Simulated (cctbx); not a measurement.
## Diagnosing a refinement

Cell a = 3.9240 Å, b = 3.9240 Å, c = 7.6670 Å, α = 90.00°, β = 90.00°, γ = 90.00°; space group P4/mmm (no. 123). The compound is SrSmMn2O5.

The data are simulated with cctbx, not measured: Mo Kα, λ = 0.71073 Å, to d = 0.6 Å, 80 % of the full sphere, strongest reflection 40000 counts, noise from counting, a 2 % proportional error and a noise floor of 2 counts (s.d.); no absorption.

An isotropic refinement with weights 1/σ² prints:

```text
Rint 0.018, 218 unique reflections to 0.60 A
cycle     R1     wR2    GooF  max shift (A)
   1  0.1933  0.4682  38.687   0.27632
   5  0.0077  0.0189   1.560   0.00009
final R1 0.0077 wR2 0.0189 GooF 1.560  parameters 11  data/parameter 19.8
atom        x        y        z      Ueq    occ   su(xyz)  su(Uiso or U11)
Sm1    0.00000  0.00000  0.00000   0.0059  1.000  0.00000  0.0000
Sr1    0.00000  0.00000  0.50000   0.0057  1.000  0.00000  0.0001
Mn1    0.50000  0.50000  0.23588   0.0071  1.000  0.00004  0.0001
O1     0.50000  0.50000  0.50000   0.0111  1.000  0.00000  0.0004
O2     0.00000  0.50000  0.19229   0.0104  1.000  0.00017  0.0002
O3     0.68866  0.81211  0.75059   0.5183  1.000  0.00554  0.0099
difference map: max 0.67 min -0.36 rms 0.14
Q1    0.0000  0.0000  0.3201    2    0.67  1.38 A from Sr1
Q2    0.5000  0.5000  0.3465    2    0.61  0.85 A from Mn1
Q3    0.5000  0.5000  0.1647    2    0.60  0.55 A from Mn1
Q4    0.0000  0.0000  0.1532    2    0.49  1.17 A from Sm1
Q5    0.0000  0.5000  0.2998    4    0.46  0.82 A from O2
Q6    0.0000  0.1527  0.2618    8    0.35  0.97 A from O3
```

**Question.** Can this result stand? If not, what is the likely fault?

Mend it. The fault: spurious atom: O3. Against the right model at the same level, R1 goes from 0.0049 to 0.0077 and GooF from 0.93 to 1.56 and O3 takes U = 0.52 Å². A site with no density behind it hides by a very large U or drifts.

The compound is SrSmMn2O5. The right model at the same level gives:

```text
Rint 0.018, 218 unique reflections to 0.60 A
cycle     R1     wR2    GooF  max shift (A)
   1  0.1872  0.3943  32.270   0.04322
   2  0.0049  0.0114   0.929   0.00000
final R1 0.0049 wR2 0.0114 GooF 0.929  parameters 7  data/parameter 31.1
atom        x        y        z      Ueq    occ   su(xyz)  su(Uiso or U11)
Sm1    0.00000  0.00000  0.00000   0.0060  1.000  0.00000  0.0000
Sr1    0.00000  0.00000  0.50000   0.0057  1.000  0.00000  0.0000
Mn1    0.50000  0.50000  0.23588   0.0071  1.000  0.00003  0.0000
O1     0.50000  0.50000  0.50000   0.0110  1.000  0.00000  0.0002
O2     0.00000  0.50000  0.19224   0.0105  1.000  0.00010  0.0001
difference map: max 0.40 min -0.25 rms 0.06
Q1    0.0000  0.5000  0.2974    4    0.42  0.81 A from O2
Q2    0.0000  0.5000  0.0581    4    0.38  1.03 A from O2
Q3    0.5000  0.5000  0.4527    2    0.24  0.36 A from O1
Q4    0.0000  0.0000  0.3285    2    0.24  1.32 A from Sr1
Q5    0.0000  0.2106  0.2589    8    0.22  1.25 A from O2
Q6    0.5000  0.5000  0.3483    2    0.22  0.86 A from Mn1
```

The model was made for the exercise: a known structure type with other elements put in, its volume estimated, not relaxed; displacement parameters are assumed.

[Middle refinement cycles are left out of these outputs.]

[Logs are printed without paths, hosts, clocks, repeated set-up lines and the standing remarks that a program may print on its own settings, such as how far it seeks lower states.]
